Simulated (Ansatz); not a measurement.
**Cr2CS2 MXene monolayer in a perpendicular field**

Aim: how the Cr2CS2 MXene monolayer screens a field along its normal, and what the field does to its bands. A positive field points along +c.

Program: Ansatz 0.2.0. Level of theory: plane-wave DFT, PBE-D3(BJ), Ansatz PAW (set soft_1); PAW set soft_1. Results are calculated unless marked as measured.

This is a report of a sequence of runs, with most program output left out.

## (1) The structure

The cell holds 5 atoms: 2 S, 2 Cr and 1 C. Cell: a = 2.836 Å, b = 2.836 Å, c = 41.971 Å, α = 90.0°, β = 90.0°, γ = 120.0°. Vacuum lies along c.

## (2) Relaxation

The starting cell is a guess, so the in-plane lattice and the atoms are relaxed first, with the slab cut off from its images along the normal.

File input.yaml:

```yaml
crystal:
  lattice:
    - [2.835976, 0.0, 0.0]
    - [-1.417988, 2.4560272605, 0.0]
    - [0.0, 0.0, 41.9713777367]
  atoms:
    - { symbol: S, position: [0.3333333333, 0.6666666667, 0.4348201318] }
    - { symbol: Cr, position: [0.6666666667, 0.3333333333, 0.4733389602], spin: 2.0 }
    - { symbol: C, position: [0.0, 0.0, 0.5] }
    - { symbol: Cr, position: [0.3333333333, 0.6666666667, 0.5266610398], spin: 2.0 }
    - { symbol: S, position: [0.6666666667, 0.3333333333, 0.5651798682] }
  periodic: [true, true, false]
magnetization:
  spin_polarized: true
kpoints:
  mp_grid: { grid: [12, 12, 1] }
hamiltonian:
  xc: pbe
  dispersion: d3bj
  pseudopotentials: { kind: paw, azcp: { folder: soft_1 } }
scf:
  occupations: { method: fermi_dirac, width: 0.05 }
  convergence: { dr2_threshold: 1.0e-09 }
relax:
  f_tol: 0.004
  max_steps: 90
  cell: {}
output:
  write_potential: true
  write_density: true
  volumetric_format: npy
```

Command:

```bash
$ ansatz run input.yaml --threads 2 --pin off --max-ram 3072MiB --backend cpu --events-out ev --progress --plain --runs-dir out
```

Wall time 1.9 min (2 threads of Arm Neoverse V2, shared host); peak memory 0.78 GiB.

Step by step:

| step | energy less that of the first step (eV) | largest force component (eV/Å) | volume (Å³) |
| --- | --- | --- | --- |
| 1 | 0.0000 | 0.0862 | 292.34 |
| 2 | -0.2582 | 0.1860 | 310.74 |
| 3 | -0.3367 | 0.1006 | 331.00 |
| 4 | -0.3408 | 0.0807 | 328.32 |
| 5 | -0.3413 | 0.0133 | 328.48 |
| 6 | -0.3413 | 0.0003 | 328.56 |
| 7* | -0.3506 | 0.0013 | 328.56 |
| 8 | -0.3507 | 0.0009 | 329.13 |
| 9* | -0.3507 | 0.0009 | 329.13 |

Relaxation steps marked * repeat the geometry before them on a plane-wave basis chosen anew for their cell, so energy and pressure can jump there.

Forces are held to the 12 operations that the run works with; a distortion that breaks them can't arise in this run.

| cell as run | before | after | change |
| --- | --- | --- | --- |
| a (Å) | 2.836 | 3.009 | +6.1 % |
| b (Å) | 2.836 | 3.009 | +6.1 % |

The atoms that moved most (Å, along periodic axes as changes of fractional coordinates times the final cell, across vacuum about the mean position):

| atom | dx | dy | dz | length |
| --- | --- | --- | --- | --- |
| S1 | 0.000 | 0.000 | 0.168 | 0.168 |
| S5 | 0.000 | 0.000 | -0.168 | 0.168 |
| Cr2 | 0.000 | 0.000 | 0.095 | 0.095 |
| Cr4 | 0.000 | 0.000 | -0.095 | 0.095 |

The relaxed structure:

```xyz
5
Lattice="3.0091 0.0000 0.0000 -1.5046 2.6060 0.0000 0.0000 0.0000 41.9714" Properties=species:S:1:pos:R:3
S     0.0000    1.7373   18.4177
Cr    1.5046    0.8687   19.9612
C     0.0000    0.0000   20.9857
Cr    0.0000    1.7373   22.0101
S     1.5046    0.8687   23.5537
```

This step gave:

* energy at zero smearing: -8813.5148 eV
* total moment: 1.544 μB
* site moments: -0.04477, 0.7468, -0.07329, 0.7468, -0.04477 μB

Site moment by atom:

| atom | site moment (μB) |
| --- | --- |
| S1 | -0.045 |
| Cr2 | 0.747 |
| C3 | -0.073 |
| Cr4 | 0.747 |
| S5 | -0.045 |

The lattice constant a goes from 2.836 to 3.009 Å.

## (3) Atoms held, field 0

A sawtooth potential applies the field, turning back in the middle of the vacuum. With the dipole correction the typed value is the field outside the slab. The induced dipole is small, so the SCF threshold is tight.

The cell differs from the one that the last finished run ended in (c 41.971 → 23.136 Å).

File input.yaml:

```yaml
crystal:
  lattice:
    - [3.0091428407, 0.0, 0.0]
    - [-1.5045714203, 2.6059941437, 0.0]
    - [0.0, 0.0, 23.1359983574]
  atoms:
    - { symbol: S, position: [0.3333333333, 0.6666666667, 0.389004177], spin: -0.04 }
    - { symbol: Cr, position: [0.6666666667, 0.3333333333, 0.4557209999], spin: 0.75 }
    - { symbol: C, position: [0.0, 0.0, 0.5], spin: -0.07 }
    - { symbol: Cr, position: [0.3333333333, 0.6666666667, 0.5442790001], spin: 0.75 }
    - { symbol: S, position: [0.6666666667, 0.3333333333, 0.610995823], spin: -0.04 }
magnetization:
  spin_polarized: true
kpoints:
  mp_grid: { grid: [18, 18, 1] }
  band_path:
    path: [[0, 0, 0], [0.5, 0, 0], [0.33333333, 0.33333333, 0], [0, 0, 0]]
    npoints: 16
hamiltonian:
  xc: pbe
  dispersion: d3bj
  pseudopotentials: { kind: paw, azcp: { folder: soft_1 } }
scf:
  occupations: { method: fermi_dirac, width: 0.02585 }
  convergence: { dr2_threshold: 1.0e-10 }
efield:
  axis: 3
  dipole_correction: true
  ramp_position: 0.97
  ramp_width: 0.06
  amplitude: 0
output:
  dos: { projected: true, e_range: [-6, 5] }
  write_potential: true
  write_density: true
  volumetric_format: npy
  elf: true
```

The job ended after 44 s (2 threads; peak memory 0.69 GiB).

This step gave:

```yaml
energy_at_zero_smearing: -8813.5193 eV
total_moment: 1.819 μB
site_moments: -0.04718, 0.8674, -0.08193, 0.8674, -0.04718 μB
work_function_upper_face: 5.384 eV
dipole_along_the_normal: -9.11e-7 e·Å
```

Running mean over a fixed 2.7 Å (it still follows the layers) of the planar mean; the ramp of the sawtooth is left out. Electron's electrostatic potential energy less the Fermi level against z:

z (Å), electron's electrostatic potential energy less the Fermi level (eV) and a bar from the least value:
```
      3.5        5.4 ##############################
      4.0        5.4 ##############################
      4.5        5.4 ##############################
      5.0        5.4 ##############################
      5.5        5.4 ##############################
      6.0        5.3 ##############################
      6.5        5.2 ##############################
      7.0        4.4 ############################
      7.5        2.2 ########################
      8.0       -0.6 ###################
      8.5       -2.8 ###############
      9.0       -5.4 ##########
      9.5       -8.1 #####
     10.0       -9.6 ###
     10.5       -9.8 ##
     11.0      -10.3 #
     11.5      -11.0 
     12.0      -10.5 #
     12.5       -9.9 ##
     13.0       -9.7 ##
     13.5       -8.6 ####
     14.0       -6.2 #########
     14.5       -3.5 ##############
     15.0       -1.3 ##################
     15.5        1.4 #######################
     16.0        4.0 ###########################
     16.5        5.1 #############################
     17.0        5.3 ##############################
     17.5        5.4 ##############################
     18.0        5.4 ##############################
     18.5        5.4 ##############################
     19.0        5.4 ##############################
     19.5        5.4 ##############################
     20.0        5.4 ##############################
```

The density of states has structure finer than the step of the table below, so its rows give means over 0.2 eV, whole bins alone (the curve runs from -6 to 1.94 eV). Peaks (eV: height): total -5.45: 14.5, -4.29: 7.95, -0.05: 9.72, 0.31: 8.68, 1.11: 8.59, 1.50: 9.84, 1.75: 7.28; up -5.45: 12.7, -4.57: 4.53, -3.55: 3.68, -2.42: 3.98, -0.05: 8.74, 0.31: 7.44, 0.59: 5.53; down -5.42: 6.37, -4.29: 4.95, -4.21: 3.97, 1.06: 7.06, 1.22: 5.41, 1.50: 9.46, 1.75: 4.83.

Density of states against energy, zero at the Fermi level; means over each step; values in states/eV a cell:

| energy (eV) | total | up | down |
| --- | --- | --- | --- |
| -5.8 | 3.26 | 1.09 | 2.17 |
| -5.6 | 2.28 | 1.51 | 0.774 |
| -5.4 | 7.63 | 4.18 | 3.45 |
| -5.2 | 2.59 | 0.827 | 1.76 |
| -5.0 | 1.59 | 0.929 | 0.662 |
| -4.8 | 2.67 | 1.88 | 0.786 |
| -4.6 | 4.94 | 3.39 | 1.55 |
| -4.4 | 4.75 | 2.11 | 2.65 |
| -4.2 | 5.32 | 2.14 | 3.18 |
| -4.0 | 3.34 | 1.39 | 1.96 |
| -3.8 | 1.87 | 1.03 | 0.849 |
| -3.6 | 2.83 | 1.61 | 1.22 |
| -3.4 | 3.89 | 2.20 | 1.70 |
| -3.2 | 4.05 | 1.85 | 2.20 |
| -3.0 | 3.83 | 1.80 | 2.03 |
| -2.8 | 4.28 | 2.35 | 1.93 |
| -2.6 | 4.91 | 2.70 | 2.21 |
| -2.4 | 5.13 | 3.17 | 1.97 |
| -2.2 | 3.94 | 1.63 | 2.31 |
| -2.0 | 3.26 | 1.45 | 1.81 |
| -1.8 | 2.22 | 0.927 | 1.29 |
| -1.6 | 1.93 | 0.847 | 1.09 |
| -1.4 | 2.38 | 1.78 | 0.604 |
| -1.2 | 2.84 | 1.48 | 1.37 |
| -1.0 | 1.74 | 0.827 | 0.914 |
| -0.8 | 2.05 | 1.18 | 0.867 |
| -0.6 | 2.87 | 1.75 | 1.12 |
| -0.4 | 2.44 | 1.80 | 0.637 |
| -0.2 | 3.55 | 2.83 | 0.714 |
| 0.0 | 3.53 | 2.54 | 0.989 |
| 0.2 | 3.12 | 1.68 | 1.43 |
| 0.4 | 5.40 | 4.12 | 1.28 |
| 0.6 | 3.77 | 2.24 | 1.53 |
| 0.8 | 2.39 | 1.20 | 1.19 |
| 1.0 | 4.63 | 1.11 | 3.52 |
| 1.2 | 6.03 | 2.25 | 3.78 |
| 1.4 | 5.50 | 1.84 | 3.66 |
| 1.6 | 3.69 | 1.16 | 2.53 |
| 1.8 | 5.00 | 2.31 | 2.69 |

Projected DOS per atom over height of the atomic layer and energy from the Fermi level. Layers: S Cr C Cr S from below.

Ten even steps from '0' (0.06 states/eV) to '9' (1.99 states/eV), each cell a mean:
```
35153
29192
29192
15051
19091
06060
05050
14041
12021
22022
23032
44044
74147
53135
53135
22022
22222
26862
23432
21112
52625
32323
```
Columns: height of the atomic layer (Å) from 9 to 14.1 (not evenly spaced); rows upwards: energy from the Fermi level (eV) from -5.96 to 1.96.

Projected DOS per atom, spin up over height of the atomic layer and energy from the Fermi level. Layers: S Cr C Cr S from below.

Values in states/eV, 22 rows by 5 columns, each cell a mean:
```
0.39 0.43 0.16 0.43 0.39
0.27 0.41 0.22 0.41 0.27
0.32 0.46 0.15 0.46 0.32
0.27 0.44 0.11 0.44 0.27
0.25 1.35 0.11 1.35 0.25
0.11 0.93 0.05 0.93 0.11
0.13 0.94 0.06 0.94 0.13
0.14 0.53 0.06 0.53 0.14
0.19 0.27 0.11 0.27 0.19
0.27 0.41 0.10 0.41 0.27
0.17 0.29 0.02 0.29 0.17
0.42 0.42 0.05 0.42 0.42
0.78 0.65 0.10 0.65 0.78
0.56 0.39 0.11 0.39 0.56
0.50 0.40 0.15 0.40 0.50
0.30 0.32 0.15 0.32 0.30
0.26 0.30 0.10 0.30 0.26
0.34 0.63 0.65 0.63 0.34
0.25 0.58 0.65 0.58 0.25
0.18 0.17 0.15 0.17 0.18
0.59 0.36 0.70 0.36 0.59
0.34 0.24 0.29 0.24 0.34
```
Columns: height of the atomic layer (Å) from 9 to 14.1 (not evenly spaced); rows upwards: energy from the Fermi level (eV) from -5.96 to 1.96.

Projected DOS per atom, spin down over height of the atomic layer and energy from the Fermi level. Layers: S Cr C Cr S from below.

Values in states/eV, 22 rows by 5 columns, each cell a mean:
```
0.30 0.71 0.13 0.71 0.30
0.31 1.49 0.09 1.49 0.31
0.25 1.53 0.13 1.53 0.25
0.09 0.59 0.04 0.59 0.09
0.10 0.54 0.04 0.54 0.10
0.10 0.39 0.03 0.39 0.10
0.09 0.24 0.04 0.24 0.09
0.14 0.31 0.06 0.31 0.14
0.22 0.29 0.09 0.29 0.22
0.18 0.22 0.03 0.22 0.18
0.33 0.35 0.04 0.35 0.33
0.60 0.42 0.09 0.42 0.60
0.66 0.30 0.16 0.30 0.66
0.59 0.30 0.17 0.30 0.59
0.53 0.34 0.25 0.34 0.53
0.29 0.22 0.09 0.22 0.29
0.37 0.33 0.38 0.33 0.37
0.29 0.68 1.00 0.68 0.29
0.20 0.19 0.25 0.19 0.20
0.28 0.17 0.26 0.17 0.28
0.52 0.24 0.62 0.24 0.52
0.40 0.27 0.43 0.27 0.40
```
Columns: height of the atomic layer (Å) from 9 to 14.1 (not evenly spaced); rows upwards: energy from the Fermi level (eV) from -5.96 to 1.96.

Deep bands are left out, so band numbers here count from the lowest band kept and differ from the log's. Electronic bands along the path, in eV, zero at the Fermi level; # counts the bands kept:

| point | up #11 | up #12 | up #13 | up #14 | down #8 | down #10 | down #11 | down #12 |
| --- | --- | --- | --- | --- | --- | --- | --- | --- |
| Γ | -0.24 | -0.24 | 1.07 | 1.07 | -0.99 | -0.08 | 0.55 | 0.55 |
| halfway | -0.55 | -0.28 | 0.60 | 0.84 | -1.96 | -1.25 | 0.26 | 0.78 |
| M | -0.26 | -0.04 | 0.10 | 0.37 | -2.13 | -1.25 | 0.74 | 1.11 |
| halfway | -0.27 | -0.13 | 0.24 | 0.30 | -3.03 | -0.60 | 0.68 | 1.02 |
| K | -0.48 | -0.48 | 0.41 | 0.41 | -3.21 | 0.25 | 0.52 | 0.52 |
| halfway | -1.07 | -0.04 | 0.53 | 0.81 | -2.16 | -0.44 | -0.31 | 1.11 |
| Γ | -0.24 | -0.24 | 1.07 | 1.07 | -0.99 | -0.08 | 0.55 | 0.55 |

Site moment by atom:

| atom | site moment (μB) |
| --- | --- |
| S1 | -0.047 |
| Cr2 | 0.867 |
| C3 | -0.082 |
| Cr4 | 0.867 |
| S5 | -0.047 |

Spin density in the ca plane at fractional y = 0.333, with atoms of Cr and S within 0.2 Å of it.

Values in units of 1e-1 e/Å³, 5 rows by 16 columns, each cell a mean:
```
 0.0  0.0  0.0  0.0  0.0  0.0  0.0  0.0  1.7  1.4  0.1  0.0 -0.1  0.0  0.0  0.0
 0.0  0.0  0.0  0.0  0.0  0.0  0.0  0.1  6.5  5.5  0.1 -0.1 -0.1  0.0  0.0  0.0
 0.0  0.0  0.0  0.0  0.0  0.0  0.0  0.0  1.8  1.5  0.1  0.0 -0.1  0.0  0.0  0.0
 0.0  0.0  0.0  0.0  0.0  0.0  0.0 -0.1  0.1  0.1  0.2  0.4  0.0  0.0  0.0  0.0
 0.0  0.0  0.0  0.0  0.0  0.0  0.0 -0.1  0.1  0.0  0.2  0.4  0.0  0.0  0.0  0.0
```
Columns run along c (16.0 Å, from fractional 0.08 to 0.77 of the cell), rows up along a (3.0 Å). Atoms in or near the plane, at fractional coordinates: Cr at (0.46, 0.67), S at (0.61, 0.67).

Electrostatic potential energy in the ca plane at fractional y = 0.333, with atoms of Cr and S within 0.2 Å of it. With pseudopotentials it is smooth inside the atoms' cores, unlike the true potential.

Values in eV, 5 rows by 16 columns, each cell a mean:
```
  6   6   6   6   6   4  -2 -26 -10   0 -10 -23   3   6   6   6
  6   6   6   6   6   5  -5 -29 -18   2 -18 -33   0   6   6   6
  6   6   6   6   6   3  -2 -26 -11  -1 -11 -24   3   6   6   6
  6   6   6   6   6  -1  -5  -2  -3 -10  -3   1   5   6   6   6
  6   6   6   6   6  -1  -5  -2  -2  -9  -3   1   5   6   6   6
```
Columns run along c (16.0 Å, from fractional 0.13 to 0.82 of the cell; values clipped at the 3rd and 97th percentile), rows up along a (3.0 Å). Atoms in or near the plane, at fractional coordinates: Cr at (0.46, 0.67), S at (0.61, 0.67).

ELF in the ca plane at fractional y = 0.333, with atoms of Cr and S within 0.2 Å of it. It is the smooth field of the valence electrons, not physical close to the nuclei.

Ten even steps from '0' (0.00) to '9' (0.93), each cell a mean:
```
00000000000000001235552232233114788998520000
00000000000000000001222586312126852799852000
00000000000000000000113798411126720599862000
00000000000000000012322576212126864799852000
00000000000000001245653232243113788887520000
00000000000000013578875213564211355532100000
00000000000000024788876325764221122100000000
00000000000000013577875212564211466643100000
```
Columns run along c (16.0 Å, from fractional 0.08 to 0.77 of the cell), rows up along a (3.0 Å). Atoms in or near the plane, at fractional coordinates: Cr at (0.46, 0.67), S at (0.61, 0.67).

The work function of the upper face is 5.38 eV.

## (4) Single point, field 0.1 V/Å

input.yaml: that of step 3 with these lines changed.

```diff
@@ -28,7 +28,6 @@
   dipole_correction: true
-  ramp_position: 0.97
-  ramp_width: 0.06
-  amplitude: 0
+  ramp_position: 0.946
+  ramp_width: 0.1081
+  amplitude: 0.1
 output:
-  dos: { projected: true, e_range: [-6, 5] }
   write_potential: true
@@ -36,2 +35 @@
   volumetric_format: npy
-  elf: true
```

The job ended after 47 s (2 threads; peak memory 0.69 GiB).

The dipole is 0.0315 e·Å.

## (5) Single point, field -0.1 V/Å

input.yaml: that of step 4 with these lines changed.

```diff
@@ -30,3 +30,3 @@
   ramp_width: 0.1081
-  amplitude: 0.1
+  amplitude: -0.1
 output:
```

The job ended after 47 s (2 threads; peak memory 0.69 GiB).

The dipole is -0.0315 e·Å.

## (6) Response, atoms held

This step: plane-wave DFT, PBE-D3(BJ), Ansatz PAW (set soft_1); response to a field along the normal, atoms held; PAW set soft_1 (Ansatz 0.2.0).

The dipoles give the slope, and the difference of two potentials shows where the field is screened.

Numbers from this step:

```yaml
equivalent_conductor_thickness_p_eps_0ae: 7.265 Å
distance_between_the_outer_atoms: 5.136 Å
```

Table of dipole of the cell by applied field:

| applied field (V/Å) | dipole of the cell (e·Å) |
| --- | --- |
| -0.1000 | -0.0315 |
| 0.0000 | -9.1e-7 |
| 0.1000 | 0.0315 |

The total moment stays at 1.82 μB for applied field from -0.1 to 0.1 V/Å.

Local field over the applied field, running mean. From the potentials at -0.1 and 0.1 V/Å; running mean over 2.5 Å. Table of local field over applied field by z:

| z (Å) | local field over applied field |
| --- | --- |
| 4.5 | 0.999 |
| 5.0 | 0.997 |
| 5.5 | 0.990 |
| 6.0 | 0.971 |
| 6.5 | 0.922 |
| 7.0 | 0.816 |
| 7.5 | 0.659 |
| 8.0 | 0.479 |
| 8.5 | 0.296 |
| 9.0 | 0.151 |
| 9.5 | 0.0640 |
| 10.0 | 0.0201 |
| 10.5 | 0.00472 |
| 11.0 | 0.00432 |
| 11.5 | 2.0e-4 |
| 12.0 | 0.00300 |
| 12.5 | 0.00407 |
| 13.0 | 0.0138 |
| 13.5 | 0.0476 |
| 14.0 | 0.123 |
| 14.5 | 0.250 |
| 15.0 | 0.428 |
| 15.5 | 0.611 |
| 16.0 | 0.777 |
| 16.5 | 0.899 |
| 17.0 | 0.962 |
| 17.5 | 0.987 |
| 18.0 | 0.996 |
| 18.5 | 0.999 |
| 19.0 | 1.000 |

The induced electron density oscillates, so the rows of the table below give means over windows of 0.5 Å about each position, cut where the curve ends. Its maxima inside the range that stand out by 2 % of the span (Å: e/Å³ per V/Å): 8.10: 0.00370, 9.11: 0.00128, 10.56: 0.00236, 11.28: 1.0e-4, 12.15: 7.2e-4, 13.01: 0.00150, 14.32: -0.00106. Its minima: 8.82: 0.00106, 10.12: -0.00150, 10.99: -7.2e-4, 11.86: -1.0e-4, 12.58: -0.00236, 14.03: -0.00128, 15.04: -0.00370.

Electrons, planar mean, per unit field. Table of induced electron density by z; means over each step:

| z (Å) | induced electron density (e/Å³ per V/Å) |
| --- | --- |
| 4.5 | 3.9e-6 |
| 5.0 | 1.3e-5 |
| 5.5 | 4.4e-5 |
| 6.0 | 1.4e-4 |
| 6.5 | 4.0e-4 |
| 7.0 | 0.00106 |
| 7.5 | 0.00243 |
| 8.0 | 0.00354 |
| 8.5 | 0.00209 |
| 9.0 | 0.00118 |
| 9.5 | 3.1e-4 |
| 10.0 | -0.00101 |
| 10.5 | 0.00116 |
| 11.0 | -2.1e-4 |
| 11.5 | 1.3e-5 |
| 12.0 | 2.3e-4 |
| 12.5 | -0.00114 |
| 13.0 | 7.7e-4 |
| 13.5 | 1.4e-4 |
| 14.0 | -0.00112 |
| 14.5 | -0.00158 |
| 15.0 | -0.00343 |
| 15.5 | -0.00286 |
| 16.0 | -0.00136 |
| 16.5 | -5.3e-4 |
| 17.0 | -1.8e-4 |
| 17.5 | -6.0e-5 |
| 18.0 | -1.9e-5 |
| 18.5 | -5.5e-6 |
| 19.0 | -1.9e-6 |

By hand: between -0.1 and 0.1 V/Å the dipole changes by 0.06296 e·Å, a slope of 0.3148 e·Å²/V. A perfect conductor of thickness t has p = ε₀AEt, so t = 180.95 × 0.3148 / 7.842 = 7.26 Å (e/ε₀ = 180.95 V·Å, A in Å²).

The induced dipole is that of a conductor 7.26 Å thick.

## (7) Summary of results

```
gap without field                          : none
work function, upper face                  : 5.38 eV
equivalent conductor thickness, atoms held : 7.26 Å
```

**Reading.** The induced dipole equals that of a perfect conductor 7.26 Å thick, while the outer atoms lie 5.14 Å apart. There is no gap over 0.03 eV, with or without the field. For an open d or f shell that can be the fault of a semilocal functional without a Hubbard term. The magnetic order is the one reached from the typed start; other orders were not compared. The MXene's terminations sit over the metal atoms of its far layer; the site over carbon or nitrogen, which some compounds prefer, was not run.

[Logs are printed without paths, hosts, clocks, repeated set-up lines and the standing remarks that a program may print on its own settings, such as how far it seeks lower states.]

[Hosts, paths, dates, database ids (printed as entryN), source tags and the programs' standing remarks are cut or masked in the printed files.]

[Maps of the electrostatic potential energy from Ansatz leave out the sawtooth potential of an applied field or a dipole correction, so their vacuum need not be flat; planar profiles and work functions include it.]

[The density of states shown here was stored with 400 of the rows of the run's finer table, so its peaks can read low, often by over a quarter, or be missed, and its means over a window can be off by a tenth or more.]
